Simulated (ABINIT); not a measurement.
# Completion of the band sum in GW: BiOBr (P4/nmm), part 2 of 2

Wanted: gap and time of BiOBr (P4/nmm) with truncated and completed band sums.

ABINIT 10.8.3; PBEsol and many-body steps on it, plane waves. Known limits of the many-body steps: short of the basis limit; exchange with frozen shells missing; no spin-orbit coupling; coarse k mesh.

So far. Step 3 (Screening, 4×4×2 mesh, 121 bands, screening to 122.5 eV): Local fields lower ε∞ by 13 %. On a Γ-centred mesh this coarse the value itself is usually too large, while a short band sum pulls it down. Step 4 (121 bands): The gap on the mesh goes from 2.19 eV to 2.78 eV, a correction of +0.59 eV.

## Step 6: 36 bands

This step: G0W0 on PBEsol, plane waves, norm-conserving pseudopotentials.

File run.abi:

```
acell 3*1.0 Angstrom
rprim 
  3.916000000000 0.000000000000 0.000000000000
  0.000000000000 3.916000000000 0.000000000000
  0.000000000000 0.000000000000 8.077000000000
ntypat 3
znucl 83 35 8
natom 6
typat 1 1 2 2 3 3
xred 
  0.000000000000 0.500000000000 0.154000000000
  0.500000000000 0.000000000000 0.846000000000
  0.000000000000 0.500000000000 0.653000000000
  0.500000000000 0.000000000000 0.347000000000
  0.000000000000 0.000000000000 0.000000000000
  0.500000000000 0.500000000000 0.000000000000
pp_dirpath "pseudos"
pseudos "Bi.upf, Br.upf, O.upf"
ecut 36
ngkpt 4 4 2
nshiftk 1
shiftk 0 0 0
kptopt 1
chksymbreak 0
istwfk *1
occopt 1
irdwfk 1
optdriver 4
nband 36
gwcalctyp 0
ecutsigx 36
symsigma 1
nkptgw 3
kptgw 
  0.5000000000 0.0000000000 0.5000000000
  0.0000000000 0.0000000000 0.5000000000
  0.0000000000 0.0000000000 0.0000000000
bdgw 
  27 30
  26 30
  26 30
ecuteps 4.5
irdscr 1
ppmodel 1
indata_prefix "in"
outdata_prefix "out"
tmpdata_prefix "tmp"
```

On the command line:

```
OMP_NUM_THREADS=1 mpirun -n 8 abinit run.abi > log
```

Log:

```text
.Version 10.8.3 of ABINIT. v10.8.2 released Aug 2026.

 Symmetries : space group P4/n m m (#129); Bravais tP (primitive tetrag.)
[... echo of the input left out ...]
== DATASET  1 ==================================================================
-   mpi_nproc: 8, omp_nthreads: 1 (-1 if OMP is not activated)

--- !DatasetInfo
iteration_state: {dtset: 1, }
dimensions: {natom: 6, nkpt: 12, mband: 36, nsppol: 1, nspinor: 1, nspden: 1, mpw: 8680, }
cutoff_energies: {ecut:  36.0, pawecutdg:  -1.0, }
electrons: {nelect:   5.60000000E+01, charge:   0.00000000E+00, occopt:   1.00000000E+00, tsmear:   1.00000000E-02, }

 SIGMA: Calculation of the GW corrections

 Based on a program developped by R.W. Godby, V. Olevano, G. Onida, and L. Reining.
 Incorporated in ABINIT by V. Olevano, G.-M. Rignanese, and M. Torrent.
.Using double precision arithmetic ; gwpc =  8

[... cell and pseudopotentials left out ...]
--------------------------------------------------------------------------------

 ==== K-mesh for the wavefunctions ====
 Number of points in the irreducible wedge :    12
[... list of points left out ...]
 Together with 16 symmetry operations and time-reversal symmetry
 yields    32 points in the full Brillouin Zone.

 ==== Q-mesh for screening function ====
 Number of points in the irreducible wedge :    12
[... list of points left out ...]
 Together with 16 symmetry operations and time-reversal symmetry
 yields    32 points in the full Brillouin Zone.

 vcoul_init : cutoff-mode = AUXILIARY_FUNCTION
 q-points for optical limit:   1
     1)      0.000010    0.000020    0.000030
 setmesh: FFT mesh size selected  =    40x   40x   90
          total number of points  =       144000

 Number of electrons calculated from density =   56.0000; Expected =   56.0000
[...]
number of plane-waves for wavefunctions          8529
 number of bands                                    36
 number of q-points in IBZ                          12
 number of frequencies                               2
 number of real frequencies                          1
 number of imag frequencies                          1

 matrix elements of self-energy operator (all in [eV])

 Perturbative Calculation

--- !SelfEnergy_ee
iteration_state: {dtset: 1, }
kpoint     : [   0.500,    0.000,    0.500, ]
spin       : 1
KS_gap     :    4.198
QP_gap     :    5.658
Delta_QP_KS:    1.460
data: !SigmaeeData |
     Band     E0 <VxcDFT>   SigX SigC(E0)      Z dSigC/dE  Sig(E)    E-E0       E
       27   3.563 -15.165 -18.376   3.574   0.778  -0.286 -14.883   0.282   3.845
       28   3.563 -15.165 -18.376   3.574   0.778  -0.286 -14.883   0.282   3.845
       29   7.761 -12.724  -9.106  -1.492   0.819  -0.220 -10.981   1.742   9.503
[...]
--- !SelfEnergy_ee
iteration_state: {dtset: 1, }
kpoint     : [   0.000,    0.000,    0.500, ]
spin       : 1
KS_gap     :    2.267
QP_gap     :    3.413
Delta_QP_KS:    1.146
data: !SigmaeeData |
     Band     E0 <VxcDFT>   SigX SigC(E0)      Z dSigC/dE  Sig(E)    E-E0       E
[...]
--- !SelfEnergy_ee
iteration_state: {dtset: 1, }
kpoint     : [   0.000,    0.000,    0.000, ]
spin       : 1
KS_gap     :    3.000
QP_gap     :    4.249
Delta_QP_KS:    1.249
data: !SigmaeeData |
     Band     E0 <VxcDFT>   SigX SigC(E0)      Z dSigC/dE  Sig(E)    E-E0       E
[...]
29   5.945 -12.119  -8.948  -1.517   0.830  -0.204 -10.745   1.373   7.319
       30   6.881 -12.123  -8.963  -1.453   0.824  -0.214 -10.716   1.407   8.288

== END DATASET(S) ==============================================================
================================================================================

 -outvars: echo values of variables after computation  --------
           etotal      0.0000000000E+00
            nband          36
             nkpt          12
          spgroup         129
 [... the other variables as echoed above ...]

 Calculation completed.
```

Wall time 12 s (8 MPI ranks of Arm Neoverse V2, shared host); peak memory 2.7 GiB.

Numbers from this step:

| Item | Value |
| --- | --- |
| G0W0 gap on the mesh | 3.194 eV |
| starting gap on the mesh | 2.191 eV |
| k of the valence top | 0.5, 0, 0.5 |
| k of the conduction bottom | 0, 0, 0.5 |
| Z at the valence top | 0.778 |
| Z at the conduction bottom | 0.831 |
| least direct G0W0 gap on the computed points | 3.413 eV |

Against G0W0 in ABINIT (4×4×2 mesh, 121 bands, screening to 122.5 eV, Godby-Needs plasmon pole), the gap moves by +0.415 eV.

## Step 7: Screening, 4×4×2 mesh, 36 bands, screening to 122.5 eV

This step: RPA screening on PBEsol, plane waves, norm-conserving pseudopotentials.

run.abi, as its differences from that of step 6:

```diff
@@ -27,19 +27,10 @@
 irdwfk 1
-optdriver 4
+optdriver 3
 nband 36
-gwcalctyp 0
-ecutsigx 36
-symsigma 1
-nkptgw 3
-kptgw 
-  0.5000000000 0.0000000000 0.5000000000
-  0.0000000000 0.0000000000 0.5000000000
-  0.0000000000 0.0000000000 0.0000000000
-bdgw 
-  27 30
-  26 30
-  26 30
 ecuteps 4.5
-irdscr 1
-ppmodel 1
+inclvkb 2
+awtr 1
+symchi 1
+gwcomp 1
+gwencomp 2
 indata_prefix "in"
```

Log:

```text
.Version 10.8.3 of ABINIT. v10.8.2 released Aug 2026.

 Symmetries : space group P4/n m m (#129); Bravais tP (primitive tetrag.)
[... echo of the input left out ...]
== DATASET  1 ==================================================================
-   mpi_nproc: 8, omp_nthreads: 1 (-1 if OMP is not activated)

--- !DatasetInfo
iteration_state: {dtset: 1, }
dimensions: {natom: 6, nkpt: 12, mband: 36, nsppol: 1, nspinor: 1, nspden: 1, mpw: 8680, }
cutoff_energies: {ecut:  36.0, pawecutdg:  -1.0, }
[...]
--------------------------------------------------------------------------------
[... chi0 elements left out ...]
 For q-point:  0.000010 0.000020 0.000030
  dielectric constant =   6.4078
  dielectric constant without local fields =   7.0485

  Average fulfillment of the sum rule on Im[epsilon] for q-point    1 :    204.55  [%]
[... wings left out ...]
  q-point number  2        q = ( 0.250000, 0.000000, 0.000000) [r.l.u.]
--------------------------------------------------------------------------------
[... chi0 elements left out ...]
  Average fulfillment of the sum rule on Im[epsilon] for q-point    2 :    230.99  [%]

 [... 10 further q-points ...]
```

Elapsed: 72 s, on 8 MPI ranks; peak memory 3.5 GiB; 9.5 min of CPU time.

Numbers from this step:

| Property | Result |
| --- | --- |
| ε∞ with local fields, on this mesh | 6.408 |
| ε∞ without local fields, on this mesh | 7.048 |
| plasma frequency | 24.97 eV |
| plane waves in the screening matrix | 379 |

## Step 8: 36 bands, completed

This step: G0W0 on PBEsol, plane waves, norm-conserving pseudopotentials.

run.abi, as its differences from that of step 7:

```diff
@@ -27,8 +27,19 @@
 irdwfk 1
-optdriver 3
+optdriver 4
 nband 36
+gwcalctyp 0
+ecutsigx 36
+symsigma 1
+nkptgw 3
+kptgw 
+  0.5000000000 0.0000000000 0.5000000000
+  0.0000000000 0.0000000000 0.5000000000
+  0.0000000000 0.0000000000 0.0000000000
+bdgw 
+  27 30
+  26 30
+  26 30
 ecuteps 4.5
-inclvkb 2
-awtr 1
-symchi 1
+irdscr 1
+ppmodel 1
 gwcomp 1
```

Log:

```text
.Version 10.8.3 of ABINIT. v10.8.2 released Aug 2026.

 Symmetries : space group P4/n m m (#129); Bravais tP (primitive tetrag.)
[... echo of the input left out ...]
== DATASET  1 ==================================================================
-   mpi_nproc: 8, omp_nthreads: 1 (-1 if OMP is not activated)

--- !DatasetInfo
iteration_state: {dtset: 1, }
dimensions: {natom: 6, nkpt: 12, mband: 36, nsppol: 1, nspinor: 1, nspden: 1, mpw: 8680, }
cutoff_energies: {ecut:  36.0, pawecutdg:  -1.0, }
[...]
Band     E0 <VxcDFT>   SigX SigC(E0)      Z dSigC/dE  Sig(E)    E-E0       E
[...]
29   5.945 -12.119  -8.948  -2.433   0.846  -0.183 -11.495   0.623   6.569
       30   6.881 -12.123  -8.963  -2.403   0.843  -0.186 -11.484   0.638   7.520

== END DATASET(S) ==============================================================
================================================================================

 -outvars: echo values of variables after computation  --------
           etotal      0.0000000000E+00
            nband          36
             nkpt          12
          spgroup         129
 [... the other variables as echoed above ...]

 Calculation completed.
```

It took 12 s on 8 MPI ranks; peak memory 2.7 GiB.

Numbers from this step:

| Property | Result |
| --- | --- |
| G0W0 gap on the mesh | 3.221 eV |
| starting gap on the mesh | 2.191 eV |
| k of the valence top | 0.5, 0, 0.5 |
| k of the conduction bottom | 0, 0, 0.5 |
| least direct G0W0 gap on the computed points | 3.438 eV |

Against G0W0 in ABINIT (4×4×2 mesh, 121 bands, screening to 122.5 eV, Godby-Needs plasmon pole), the gap moves by +0.442 eV.

## Step 9: Screening, 4×4×2 mesh, 61 bands, screening to 122.5 eV

This step: RPA screening on PBEsol, plane waves, norm-conserving pseudopotentials.

run.abi, as its differences from that of step 8:

```diff
@@ -27,21 +27,8 @@
 irdwfk 1
-optdriver 4
-nband 36
-gwcalctyp 0
-ecutsigx 36
-symsigma 1
-nkptgw 3
-kptgw 
-  0.5000000000 0.0000000000 0.5000000000
-  0.0000000000 0.0000000000 0.5000000000
-  0.0000000000 0.0000000000 0.0000000000
-bdgw 
-  27 30
-  26 30
-  26 30
+optdriver 3
+nband 61
 ecuteps 4.5
-irdscr 1
-ppmodel 1
-gwcomp 1
-gwencomp 2
+inclvkb 2
+awtr 1
+symchi 1
 indata_prefix "in"
```

Log:

```text
.Version 10.8.3 of ABINIT. v10.8.2 released Aug 2026.

 Symmetries : space group P4/n m m (#129); Bravais tP (primitive tetrag.)
[... echo of the input left out ...]
== DATASET  1 ==================================================================
-   mpi_nproc: 8, omp_nthreads: 1 (-1 if OMP is not activated)

--- !DatasetInfo
iteration_state: {dtset: 1, }
dimensions: {natom: 6, nkpt: 12, mband: 61, nsppol: 1, nspinor: 1, nspden: 1, mpw: 8680, }
cutoff_energies: {ecut:  36.0, pawecutdg:  -1.0, }
[...]
--------------------------------------------------------------------------------
[... chi0 elements left out ...]
 For q-point:  0.000010 0.000020 0.000030
  dielectric constant =   6.7621
  dielectric constant without local fields =   7.7484

  Average fulfillment of the sum rule on Im[epsilon] for q-point    1 :     38.21  [%]
[... wings left out ...]
  q-point number  2        q = ( 0.250000, 0.000000, 0.000000) [r.l.u.]
--------------------------------------------------------------------------------
[... chi0 elements left out ...]
  Average fulfillment of the sum rule on Im[epsilon] for q-point    2 :     49.68  [%]

 [... 10 further q-points ...]
```

The job ended after 52 s (8 MPI ranks; peak memory 3.9 GiB; 7 min of CPU time).

Numbers from this step:

- ε∞ with local fields, on this mesh: 6.762
- ε∞ without local fields, on this mesh: 7.748
- plasma frequency: 24.97 eV
- plane waves in the screening matrix: 379

## Step 10: 61 bands

This step: G0W0 on PBEsol, plane waves, norm-conserving pseudopotentials.

run.abi, as its differences from that of step 9:

```diff
@@ -27,8 +27,19 @@
 irdwfk 1
-optdriver 3
+optdriver 4
 nband 61
+gwcalctyp 0
+ecutsigx 36
+symsigma 1
+nkptgw 3
+kptgw 
+  0.5000000000 0.0000000000 0.5000000000
+  0.0000000000 0.0000000000 0.5000000000
+  0.0000000000 0.0000000000 0.0000000000
+bdgw 
+  27 30
+  26 30
+  26 30
 ecuteps 4.5
-inclvkb 2
-awtr 1
-symchi 1
+irdscr 1
+ppmodel 1
 indata_prefix "in"
```

Log:

```text
.Version 10.8.3 of ABINIT. v10.8.2 released Aug 2026.

 Symmetries : space group P4/n m m (#129); Bravais tP (primitive tetrag.)
[... echo of the input left out ...]
== DATASET  1 ==================================================================
-   mpi_nproc: 8, omp_nthreads: 1 (-1 if OMP is not activated)

--- !DatasetInfo
iteration_state: {dtset: 1, }
dimensions: {natom: 6, nkpt: 12, mband: 61, nsppol: 1, nspinor: 1, nspden: 1, mpw: 8680, }
cutoff_energies: {ecut:  36.0, pawecutdg:  -1.0, }
[...]
Band     E0 <VxcDFT>   SigX SigC(E0)      Z dSigC/dE  Sig(E)    E-E0       E
[...]
29   5.945 -12.119  -8.948  -2.211   0.828  -0.208 -11.324   0.795   6.740
       30   6.881 -12.123  -8.963  -2.021   0.825  -0.212 -11.183   0.940   7.821

== END DATASET(S) ==============================================================
================================================================================

 -outvars: echo values of variables after computation  --------
           etotal      0.0000000000E+00
            nband          61
             nkpt          12
          spgroup         129
 [... the other variables as echoed above ...]

 Calculation completed.
```

Wall time 16 s (8 MPI ranks); peak memory 2.8 GiB; 2.1 min of CPU time.

Read from the output:

| Quantity | Value |
| --- | --- |
| G0W0 gap on the mesh | 2.793 eV |
| starting gap on the mesh | 2.191 eV |
| k of the valence top | 0.5, 0, 0.5 |
| k of the conduction bottom | 0, 0, 0.5 |
| least direct G0W0 gap on the computed points | 3.052 eV |

Against G0W0 in ABINIT (4×4×2 mesh, 121 bands, screening to 122.5 eV, Godby-Needs plasmon pole), the gap moves by +0.014 eV.

## Step 11: Screening, 4×4×2 mesh, 61 bands, screening to 122.5 eV

This step: RPA screening on PBEsol, plane waves, norm-conserving pseudopotentials.

run.abi, as its differences from that of step 10:

```diff
@@ -27,19 +27,10 @@
 irdwfk 1
-optdriver 4
+optdriver 3
 nband 61
-gwcalctyp 0
-ecutsigx 36
-symsigma 1
-nkptgw 3
-kptgw 
-  0.5000000000 0.0000000000 0.5000000000
-  0.0000000000 0.0000000000 0.5000000000
-  0.0000000000 0.0000000000 0.0000000000
-bdgw 
-  27 30
-  26 30
-  26 30
 ecuteps 4.5
-irdscr 1
-ppmodel 1
+inclvkb 2
+awtr 1
+symchi 1
+gwcomp 1
+gwencomp 1.5
 indata_prefix "in"
```

Log:

```text
.Version 10.8.3 of ABINIT. v10.8.2 released Aug 2026.

 Symmetries : space group P4/n m m (#129); Bravais tP (primitive tetrag.)
[... echo of the input left out ...]
== DATASET  1 ==================================================================
-   mpi_nproc: 8, omp_nthreads: 1 (-1 if OMP is not activated)

--- !DatasetInfo
iteration_state: {dtset: 1, }
dimensions: {natom: 6, nkpt: 12, mband: 61, nsppol: 1, nspinor: 1, nspden: 1, mpw: 8680, }
cutoff_energies: {ecut:  36.0, pawecutdg:  -1.0, }
[...]
--------------------------------------------------------------------------------
[... chi0 elements left out ...]
 For q-point:  0.000010 0.000020 0.000030
  dielectric constant =   6.8707
  dielectric constant without local fields =   7.7484

  Average fulfillment of the sum rule on Im[epsilon] for q-point    1 :    153.25  [%]
[... wings left out ...]
  q-point number  2        q = ( 0.250000, 0.000000, 0.000000) [r.l.u.]
--------------------------------------------------------------------------------
[... chi0 elements left out ...]
  Average fulfillment of the sum rule on Im[epsilon] for q-point    2 :    161.34  [%]

 [... 10 further q-points ...]
```

The job ended after 2 min (8 MPI ranks; peak memory 3.8 GiB).

This step gave:

* ε∞ with local fields, on this mesh: 6.871
* ε∞ without local fields, on this mesh: 7.748
* plasma frequency: 24.97 eV
* plane waves in the screening matrix: 379

## Step 12: 61 bands, completed

This step: G0W0 on PBEsol, plane waves, norm-conserving pseudopotentials.

run.abi, as its differences from that of step 11:

```diff
@@ -27,8 +27,19 @@
 irdwfk 1
-optdriver 3
+optdriver 4
 nband 61
+gwcalctyp 0
+ecutsigx 36
+symsigma 1
+nkptgw 3
+kptgw 
+  0.5000000000 0.0000000000 0.5000000000
+  0.0000000000 0.0000000000 0.5000000000
+  0.0000000000 0.0000000000 0.0000000000
+bdgw 
+  27 30
+  26 30
+  26 30
 ecuteps 4.5
-inclvkb 2
-awtr 1
-symchi 1
+irdscr 1
+ppmodel 1
 gwcomp 1
```

Log:

```text
.Version 10.8.3 of ABINIT. v10.8.2 released Aug 2026.

 Symmetries : space group P4/n m m (#129); Bravais tP (primitive tetrag.)
[... echo of the input left out ...]
== DATASET  1 ==================================================================
-   mpi_nproc: 8, omp_nthreads: 1 (-1 if OMP is not activated)

--- !DatasetInfo
iteration_state: {dtset: 1, }
dimensions: {natom: 6, nkpt: 12, mband: 61, nsppol: 1, nspinor: 1, nspden: 1, mpw: 8680, }
cutoff_energies: {ecut:  36.0, pawecutdg:  -1.0, }
[...]
Band     E0 <VxcDFT>   SigX SigC(E0)      Z dSigC/dE  Sig(E)    E-E0       E
[...]
29   5.945 -12.119  -8.948  -3.058   0.829  -0.206 -12.025   0.093   6.039
       30   6.881 -12.123  -8.963  -2.980   0.828  -0.207 -11.974   0.149   7.030

== END DATASET(S) ==============================================================
================================================================================

 -outvars: echo values of variables after computation  --------
           etotal      0.0000000000E+00
            nband          61
             nkpt          12
          spgroup         129
 [... the other variables as echoed above ...]

 Calculation completed.
```

It took 16 s on 8 MPI ranks; peak memory 2.8 GiB; 2.1 min of CPU time.

Read from the output:

| Quantity | Value |
| --- | --- |
| G0W0 gap on the mesh | 2.955 eV |
| starting gap on the mesh | 2.191 eV |
| k of the valence top | 0.5, 0, 0.5 |
| k of the conduction bottom | 0, 0, 0.5 |
| least direct G0W0 gap on the computed points | 3.226 eV |

Against G0W0 in ABINIT (4×4×2 mesh, 121 bands, screening to 122.5 eV, Godby-Needs plasmon pole), the gap moves by +0.176 eV.

## Step 13: The runs together

Times are wall times on 8 MPI ranks of Arm Neoverse V2, shared host, good to a factor of about two. A run's time includes the screening step that it read.

| run | mesh | bands | screening cutoff (eV) | DFT gap (eV) | gap on the mesh (eV) | direct (eV) | ε∞ used | time |
| --- | --- | --- | --- | --- | --- | --- | --- | --- |
| 121 bands | 4×4×2 | 121 | 122.5 | 2.191 | 2.779 | 3.090 | 6.81 | 2.5 min |
| 36 bands | 4×4×2 | 36 | 122.5 | 2.191 | 3.194 | 3.413 | 6.28 | 27 s |
| 36 bands, completed | 4×4×2 | 36 | 122.5 | 2.191 | 3.221 | 3.438 | 6.41 | 84 s |
| 61 bands | 4×4×2 | 61 | 122.5 | 2.191 | 2.793 | 3.052 | 6.76 | 68 s |
| 61 bands, completed | 4×4×2 | 61 | 122.5 | 2.191 | 2.955 | 3.226 | 6.87 | 2.2 min |

## Step 14: Results

```json
{"121 bands": "2.779 eV", "36 bands": "3.194 eV", "36 bands, completed": "3.221 eV", "61 bands": "2.793 eV", "61 bands, completed": "2.955 eV"}
```

In words: 36 bands: +0.415 eV against 121 bands. 36 bands, completed: +0.442 eV against 121 bands. 61 bands: +0.014 eV against 121 bands. 61 bands, completed: +0.176 eV against 121 bands. The row with most bands is itself short of the limit, so it is no exact reference, and agreement of a truncated run with it can be a cancellation between the edges. The 4×4×2 mesh is coarse for this cell, which bears on the long-range parts of exchange and screening. Where an edge is built on 6p states of lead, bismuth or thallium, scalar-relativistic gaps usually stand too wide, by a few tenths to over one eV. The norm-conserving file of at least one element keeps a d shell over frozen s and p shells of the same row. Exchange with those shells is missing from the self-energy, an error of 0.3 to 0.9 eV in cases checked, whose sign depends on which edge lies on those atoms. The many-body steps are scalar-relativistic: spin-orbit coupling is not in them.

[Long decimals in the printed logs are rounded to 6 places.]

[Logs are printed without paths, hosts, clocks, repeated set-up lines and the standing remarks that a program may print on its own settings, such as how far it seeks lower states.]

[Paths, hosts, dates, memory and timing lines, banners, echoed tables and standing remarks are left out of the program output; an Ansatz launch command may be rebuilt from the run's recorded settings. Measured values are a selection of at most five: reports struck by readers or far from the other reports are left out. None is set beside runs whose start may be inverted or whose files or cutoffs have a known fault.]

[Runs of the session that timed out or met a known fault of the program may be left out.]

[Hosts, paths, dates, database ids (printed as entryN), source tags and the programs' standing remarks are cut or masked in the printed files.]

[G0W0 gaps are taken among the corrected bands and points alone; a level outside them can change the order at an edge.]

[Where Ansatz stands beside ABINIT at settings called matched, ABINIT's density can come from a denser mesh and the files from another edition; pairs whose starting gaps differed by over 0.03 eV were left out, so agreement reads better than it is.]
